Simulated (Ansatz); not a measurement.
# Ba on Al(100): change of the work function

How does Ba on the hollow site change the work function of Al(100) as the layer fills?

Main program and level: Ansatz 0.2.0; plane-wave DFT, PBE, Ansatz PAW.

### 1. Set-up

The cell holds 4 atoms: 4 Al. Its edges and angles: a = 2.864 Å, b = 2.864 Å, c = 24.075 Å, α = 90.0°, β = 90.0°, γ = 90.0°. Vacuum lies along c.

### 2. The clean slab

The bare slab comes first, as the zero from which every change is counted. The two lowest layers are held at bulk places and the upper ones relax. The dipole correction removes the false field that a one-sided slab makes across the periodic vacuum, so each face gets a flat vacuum level of its own.

The input, input.yaml:

```yaml
crystal:
  lattice:
    - [2.8637824638, 0.0, 0.0]
    - [0.0, 2.8637824638, 0.0]
    - [0.0, 0.0, 24.075]
  atoms:
    - { symbol: Al, position: [0.5, 0.5, 0.3738317757] }
    - { symbol: Al, position: [0.0, 0.0, 0.4579439252] }
    - { symbol: Al, position: [0.5, 0.5, 0.5420560748] }
    - { symbol: Al, position: [0.0, 0.0, 0.6261682243] }
kpoints:
  mp_grid: { grid: [12, 12, 1] }
hamiltonian:
  xc: pbe
scf:
  occupations: { method: fermi_dirac, width: 0.1 }
  convergence: { dr2_threshold: 1.0e-08 }
efield:
  axis: 3
  dipole_correction: true
  ramp_position: 0.97
  ramp_width: 0.06
relax:
  f_tol: 0.02
  max_steps: 60
  constraints: [{ sites: [0, 1] }]
output:
  write_potential: true
  write_density: true
  volumetric_format: npy
```

Launch:

```sh
$ ansatz run input.yaml --threads 2 --pin off --max-ram 4096MiB --backend cpu --events-out ev --progress --plain --runs-dir out
```

Log:

```text
Engine: ansatz 0.2.0, x86_64-unknown-linux-gnu
Pseudopotentials: kind: paw
Pseudopotential: Al, paw, valence charge 3, recommended cutoff 420 eV (normal), Al.paw.azcp
Functional definition: PBE
  parameter kappa = 0.804
  parameter beta = 0.066725
  exchange = pbe_x(kappa = kappa, mu = beta*pi^2/3)
  correlation = pbe_c(beta = beta)
Crystal: 4 atoms, lattice volume = 197.445 Å³
Basis set: ecut = 420 eV, 3877 PW (Γ), exchange–correlation on 40×40×324 points (8 copies of the dense FFT grid, shifted against one another)
Bands: 10, of which v1, the nominal top of the filled ones, is band 6 counted from 1 (5 counted from 0)
Symmetry: 8 space group operations
k-points: 28 of 144
Non-local potential: Al, projectors of the file, l = 0: 2, l = 1: 2, l = 2: 1
PAW form: soft (Blöchl's): semilocal exchange-correlation on the pseudo side does not see the compensation charge
PAW one-centre angular grid: Al, 110 points (default); XC on 64 Gauss nodes
Initial density: superposition of atomic densities (neutral atoms: chi_scale 0, normalization atom), corrected by the library's trained network
Initial wavefunctions: pseudopotential atomic-orbital guess
Functional: x = pbe(κ = 0.804, μ = 0.219515), c = pbe(β = 0.066725)
SCF iter   1: F=—  HF=-2149.073312 eV  |F-HF|=—  |Δ(HF+E_count)|=         —  Δρ=1.35e-3  dr2=4.43e-2  ethr=1.77e-3  p=0.000 e·Å  D=5.93e-14 V/Å  ΔV_dip=-0.00 eV  dr2_dipole=8.89e-8  V_vac-E_F(+/−)=4.19/4.19 eV  ⟨swp⟩=7.7  Hψ=2497  notcnv=0
efield: sawtooth ramp at fractional position 0.9700 (set: `efield.ramp_position`, or a place that a band, a saddle search or an elastic batch's reference lends), width 0.0600; the density the first Hamiltonian is built on has a dipole p = 0.000 e·Å; the dipole correction subtracts the counter field D = 5.93e-14 V/Å, which shifts the + side's vacuum level by -0.00 eV against the − side's; the planar-averaged density in the ramp window peaks in size at 7.4e-6 e/Å³
preconditioner: auto → LDOS  [metal: Δε(μ)=0.111 eV  Ē_g=6.245 eV  σ=0.100 eV  W_gap=0.27  n_scr=12 (ndim 8)  ℏωp=9.2 eV  f_vac=0.539  D(μ)=1.77/eV (n_scr^D=8)  β→1.0]
SCF iter   2: F=—  HF=-2149.069338 eV  |F-HF|=—  |Δ(HF+E_count)|=   3.97e-3  Δρ=3.72e-4  dr2=2.51e-4  ethr=3.69e-4  p=-0.000 e·Å  D=-1.60e-6 V/Å  ΔV_dip=0.00 eV  dr2_dipole=1.12e-7  V_vac-E_F(+/−)=4.30/4.30 eV  ⟨swp⟩=1.2  Hψ=520  notcnv=0
SCF iter   3: F=—  HF=-2149.069584 eV  |F-HF|=—  |Δ(HF+E_count)|=   2.46e-4  Δρ=6.51e-5  dr2=6.56e-5  ethr=2.09e-6  p=0.000 e·Å  D=1.18e-6 V/Å  ΔV_dip=-0.00 eV  dr2_dipole=1.43e-9  V_vac-E_F(+/−)=4.30/4.30 eV  ⟨swp⟩=2.6  Hψ=553  notcnv=0
SCF iter   4: F=—  HF=-2149.069765 eV  |F-HF|=—  |Δ(HF+E_count)|=   1.81e-4  Δρ=1.90e-5  dr2=7.49e-6  ethr=5.47e-7  p=0.000 e·Å  D=1.08e-6 V/Å  ΔV_dip=-0.00 eV  dr2_dipole=3.06e-11  V_vac-E_F(+/−)=4.30/4.30 eV  ⟨swp⟩=1.4  Hψ=323  notcnv=0
SCF iter   5: F=—  HF=-2149.069768 eV  |F-HF|=—  |Δ(HF+E_count)|=   2.46e-6  Δρ=2.85e-6  dr2=1.76e-8  ethr=6.24e-8  p=0.000 e·Å  D=1.09e-7 V/Å  ΔV_dip=-0.00 eV  dr2_dipole=2.58e-10  V_vac-E_F(+/−)=4.30/4.30 eV  ⟨swp⟩=2.1  Hψ=349  notcnv=0
SCF iter   6: F=-2149.069768 eV  HF=-2149.069768 eV  |F-HF|=2.21e-9  |Δ(HF+E_count)|=   1.32e-7  Δρ=9.92e-7  dr2=8.45e-9  ethr=8.33e-11  p=0.000 e·Å  D=2.72e-7 V/Å  ΔV_dip=-0.00 eV  dr2_dipole=9.45e-11  V_vac-E_F(+/−)=4.30/4.30 eV  ⟨swp⟩=10.3  Hψ=2054  notcnv=0
SCF 1 converged in 6 iterations: F = -2149.069768 eV  dr2 = 8.45e-9
  greatest PAW one-centre occupation: 0.476 electrons in one spin orbital (limit 2), on the Al atom at site 0 (counted from 0), in its partial waves of l = 0
relax step   1: F+E_penalty+E_count = -2149.06976777 eV  Δ(F+E_penalty+E_count) = +0.000e0 eV  max|allowed force component| = 8.598e-2 eV/Å  Δτ_max = 0.0000 Å  (6 SCF iters, accepted)
Initial density: handed on by an earlier stage of this run
Initial wavefunctions: those handed on with the density
iter 1 solved again at ethr=3.58e-5 eV; its pass at ethr=3.10e-3 eV (dr2=4.30e-3 eV) is discarded
SCF iter   1: F=—  HF=-2149.070735 eV  |F-HF|=—  |Δ(HF+E_count)|=         —  Δρ=3.87e-4  dr2=4.25e-3  ethr=3.58e-5  p=0.000 e·Å  D=2.72e-7 V/Å  ΔV_dip=-0.00 eV  dr2_dipole=8.48e-4  V_vac-E_F(+/−)=4.30/4.30 eV  ⟨swp⟩=1.1  Hψ=1337  notcnv=0
efield: sawtooth ramp at fractional position 0.9700 (set: `efield.ramp_position`, or a place that a band, a saddle search or an elastic batch's reference lends), width 0.0600; the density the first Hamiltonian is built on has a dipole p = 0.000 e·Å; the dipole correction subtracts the counter field D = 2.72e-7 V/Å, which shifts the + side's vacuum level by -0.00 eV against the − side's; the planar-averaged density in the ramp window peaks in size at 1.1e-7 e/Å³
preconditioner: auto → LDOS  [metal: Δε(μ)=0.091 eV  Ē_g=6.216 eV  σ=0.100 eV  W_gap=0.22  n_scr=12 (ndim 8)  ℏωp=9.2 eV  f_vac=0.537  D(μ)=1.89/eV (n_scr^D=10)  β→1.0]
SCF iter   2: F=—  HF=-2149.070368 eV  |F-HF|=—  |Δ(HF+E_count)|=   3.66e-4  Δρ=2.37e-4  dr2=6.53e-4  ethr=3.54e-5  p=0.000 e·Å  D=5.37e-5 V/Å  ΔV_dip=-0.00 eV  dr2_dipole=5.89e-5  V_vac-E_F(+/−)=4.30/4.30 eV  ⟨swp⟩=2.3  Hψ=395  notcnv=0
SCF iter   3: F=—  HF=-2149.070334 eV  |F-HF|=—  |Δ(HF+E_count)|=   3.39e-5  Δρ=4.24e-5  dr2=3.63e-5  ethr=5.44e-6  p=0.000 e·Å  D=3.76e-4 V/Å  ΔV_dip=-0.01 eV  dr2_dipole=5.08e-6  V_vac-E_F(+/−)=4.29/4.30 eV  ⟨swp⟩=2.6  Hψ=441  notcnv=0
SCF iter   4: F=—  HF=-2149.070508 eV  |F-HF|=—  |Δ(HF+E_count)|=   1.74e-4  Δρ=8.66e-6  dr2=3.60e-7  ethr=3.03e-7  p=0.000 e·Å  D=3.71e-4 V/Å  ΔV_dip=-0.01 eV  dr2_dipole=7.79e-10  V_vac-E_F(+/−)=4.29/4.30 eV  ⟨swp⟩=1.8  Hψ=407  notcnv=0
SCF iter   5: F=—  HF=-2149.070509 eV  |F-HF|=—  |Δ(HF+E_count)|=   4.41e-7  Δρ=2.82e-6  dr2=1.68e-8  ethr=3.00e-9  p=0.000 e·Å  D=3.75e-4 V/Å  ΔV_dip=-0.01 eV  dr2_dipole=8.10e-10  V_vac-E_F(+/−)=4.29/4.30 eV  ⟨swp⟩=2.5  Hψ=523  notcnv=0
SCF iter   6: F=-2149.070509 eV  HF=-2149.070509 eV  |F-HF|=3.50e-9  |Δ(HF+E_count)|=   4.54e-8  Δρ=6.31e-7  dr2=1.37e-9  ethr=8.33e-11  p=0.000 e·Å  D=3.78e-4 V/Å  ΔV_dip=-0.01 eV  dr2_dipole=1.03e-10  V_vac-E_F(+/−)=4.29/4.30 eV  ⟨swp⟩=9.2  Hψ=1841  notcnv=0
SCF 2 converged in 6 iterations: F = -2149.070509 eV  dr2 = 1.37e-9
  greatest PAW one-centre occupation: 0.477 electrons in one spin orbital (limit 2), on the Al atom at site 3 (counted from 0), in its partial waves of l = 0
relax step   2: F+E_penalty+E_count = -2149.07050878 eV  Δ(F+E_penalty+E_count) = -7.410e-4 eV  max|allowed force component| = 1.989e-2 eV/Å  Δτ_max = 0.0157 Å  (6 SCF iters, accepted)
NSCF: frozen V_eff on 28 k-points
the search or the solves at the SCF's close seem to have found levels that the self-consistency loop had missed (the run counts 1). By its estimate they hold under 1e-12 electrons; where the run keeps them, the occupations were computed again with them
WARN: The output density's exchange-correlation potential varies sharply where the density is thin. Do not read a vacuum level from v_tot or v_xc, or from such a field of the output density. On a cell that repeats whose density bears no net charge and no dipole along the vacuum's axis use v_es (v_loc + v_h of the components); under efield.dipole_correction with no amplitude use v_es + v_field, which holds any externa [...]
SCF converged after 6 iterations
Free energy (F): -2149.070509 eV
Harris-Foulkes:  -2149.070509 eV  (|F-HF|=3.50e-9)
Internal energy: -2149.011085 eV  (E = F + TS)
E sigma→0 (E₀):  -2149.040797 eV
Entropy (-TS):   -0.059424 eV (-14.856 meV/atom)
Fermi energy:    -0.147918 eV
Dipole field:    D = 0.000364 V/Å  (p = 0.000397 e·Å, saw-weighted, corrected)
Work function:   Φ+ = 4.2929 eV   Φ− = 4.3016 eV
Levels:          The Fermi level and band energies are counted from a zero that moves with the ramp; work functions are not
--- Per-component energies (eV) ---
  E_band       = -50.329324
  E_kinetic    = 85.713780
  E_local      = -2761.718003  (includes V_loc(G=0)·N_el)
  E_nonlocal   = 41.955322
  E_hartree    = 1354.964306
  E_xc         = -155.889556
  E_vxc        = -111.721352  (∫ρ·V_xc dr)
  E_paw        = -1869.136310  (= ΣΔE_a)
  E_vpaw       = -14.488216  (= ΣTr[D̂ρ^β])
  E_aug_tail   = -0.000009  (compensation charges beyond the density's cutoff)
  E_efield     = 0.000000  (sawtooth field / dipole correction)
  E_vefield    = 0.000005  (∫n·V_field dr)
  E_ewald      = 1155.099385
  E_smearing   = -0.059424  (= −TS)
  E_closure    = 0.000000  (closes the sum)
  Σ components = -2149.070509   (vs F -2149.070509, Δ=0.00e0)
--- Forces (eV/Å), atoms counted from 1 ---
  atom   1  Al    -0.00000000     0.00000000    -0.04353653
  atom   2  Al     0.00000000     0.00000000     0.03675537
  atom   3  Al    -0.00000000     0.00000000     0.01989356
  atom   4  Al    -0.00000000     0.00000000    -0.01311346
  max |Σ_I F_I| component: 1.06e-6 eV/Å
--- Band table (eV; the first three rows and the last of 28) ---
  k-point 0: bands = ["-10.7344", "-9.3519", "-7.2434", "-4.4197", "-2.1006", "1.3274", "3.2832", "4.1394", "4.3751", "5.5434"]
  k-point 1: bands = ["-10.6095", "-9.2280", "-7.1208", "-4.2979", "-1.9846", "1.4396", "3.4047", "3.5200", "4.2685", "4.4924"]
  k-point 2: bands = ["-10.2356", "-8.8569", "-6.7537", "-3.9335", "-1.6377", "1.1533", "1.8770", "2.5034", "3.7893", "4.4870"]
  k-point 27: bands = ["-2.5943", "-2.5943", "-1.3140", "-1.3140", "-1.2842", "-1.2630", "0.1501", "0.1695", "0.6486", "0.6486"]
--- Relaxed structure (2 steps of the walk, 2 accepted, 0 SCFs on fresh bases) ---
  F+E_penalty+E_count = -2149.07050878 eV   max|allowed force component| = 1.989e-2 eV/Å
  atoms:
    - { symbol: Al, position: [0.5, 0.5, 0.373832] }
    - { symbol: Al, position: [0.0, 0.0, 0.457944] }
    - { symbol: Al, position: [0.5, 0.5, 0.541405] }
    - { symbol: Al, position: [0, 0.0, 0.626621] }
```

Elapsed: 18 s, on 2 threads of Intel Xeon Platinum 8259CL at 2.50GHz (Skylake/Cascade Lake), shared host; peak memory 0.45 GiB; 23 s of CPU time.

Reading the cycles: dr2 is the Hartree energy of the density residual (eV), the measure of convergence; HF is the Harris–Foulkes estimate of the energy, which meets the free energy F at convergence.

The steps of the relaxation:

| step | energy less that of the first step (eV) | largest force component (eV/Å) |
| --- | --- | --- |
| 1 | 0.0000 | 0.0860 |
| 2 | -0.0007 | 0.0199 |

Forces are held to the 8 operations that the program found; a distortion that breaks them can't arise in this run.

The atoms that moved most (Å):

| atom | dx | dy | dz | length |
| --- | --- | --- | --- | --- |
| Al3 | 0.000 | 0.000 | -0.016 | 0.016 |
| Al4 | 0.000 | 0.000 | 0.011 | 0.011 |

Final coordinates:

```cif
data_structure
_symmetry_space_group_name_H-M 'P 1'
_symmetry_Int_Tables_number 1
_cell_length_a 2.8638
_cell_length_b 2.8638
_cell_length_c 24.0750
_cell_angle_alpha 90.000
_cell_angle_beta 90.000
_cell_angle_gamma 90.000
_cell_volume 197.45
loop_
_atom_site_label
_atom_site_type_symbol
_atom_site_fract_x
_atom_site_fract_y
_atom_site_fract_z
_atom_site_occupancy
Al1 Al 0.50000 0.50000 0.37383 1
Al2 Al 0.00000 0.00000 0.45794 1
Al3 Al 0.50000 0.50000 0.54141 1
Al4 Al 0.00000 0.00000 0.62662 1
```

Numbers from this step:

```
energy at zero smearing   : -2149.0408 eV
work function, upper face : 4.293 eV
dipole along the normal   : 3.97e-4 e·Å
```

Running mean over 2.025 Å of the planar mean; the ramp of the sawtooth is left out. Table of electron's electrostatic potential energy less the Fermi level by z:

| z (Å) | electron's electrostatic potential energy less the Fermi level (eV) |
| --- | --- |
| 3.0 | 4.30 |
| 3.5 | 4.30 |
| 4.0 | 4.30 |
| 4.5 | 4.30 |
| 5.0 | 4.30 |
| 5.5 | 4.28 |
| 6.0 | 4.23 |
| 6.5 | 4.06 |
| 7.0 | 3.50 |
| 7.5 | 1.87 |
| 8.0 | -0.524 |
| 8.5 | -2.83 |
| 9.0 | -4.18 |
| 9.5 | -4.50 |
| 10.0 | -4.56 |
| 10.5 | -4.57 |
| 11.0 | -4.58 |
| 11.5 | -4.61 |
| 12.0 | -4.62 |
| 12.5 | -4.61 |
| 13.0 | -4.56 |
| 13.5 | -4.49 |
| 14.0 | -4.45 |
| 14.5 | -4.42 |
| 15.0 | -4.25 |
| 15.5 | -3.15 |
| 16.0 | -0.942 |
| 16.5 | 1.48 |
| 17.0 | 3.30 |
| 17.5 | 4.00 |
| 18.0 | 4.21 |
| 18.5 | 4.27 |
| 19.0 | 4.29 |
| 19.5 | 4.29 |
| 20.0 | 4.29 |
| 20.5 | 4.29 |
| 21.0 | 4.29 |

The relaxation took 2 steps and lowered the energy by 7.4e-4 eV; the largest force on the free atoms ends at 0.020 eV/Å.

The work function of the upper face is 4.29 eV.

[end of part 1 of 3]

[Long decimals in the printed logs are rounded to 6 places.]

[Logs are printed without paths, hosts, clocks, repeated set-up lines and the standing remarks that a program may print on its own settings, such as how far it seeks lower states.]

[Hosts, paths, dates, database ids (printed as entryN), source tags and the programs' standing remarks are cut or masked in the printed files.]

[Maps of the electrostatic potential energy from Ansatz leave out the sawtooth potential of an applied field or a dipole correction, so their vacuum need not be flat; planar profiles and work functions include it.]
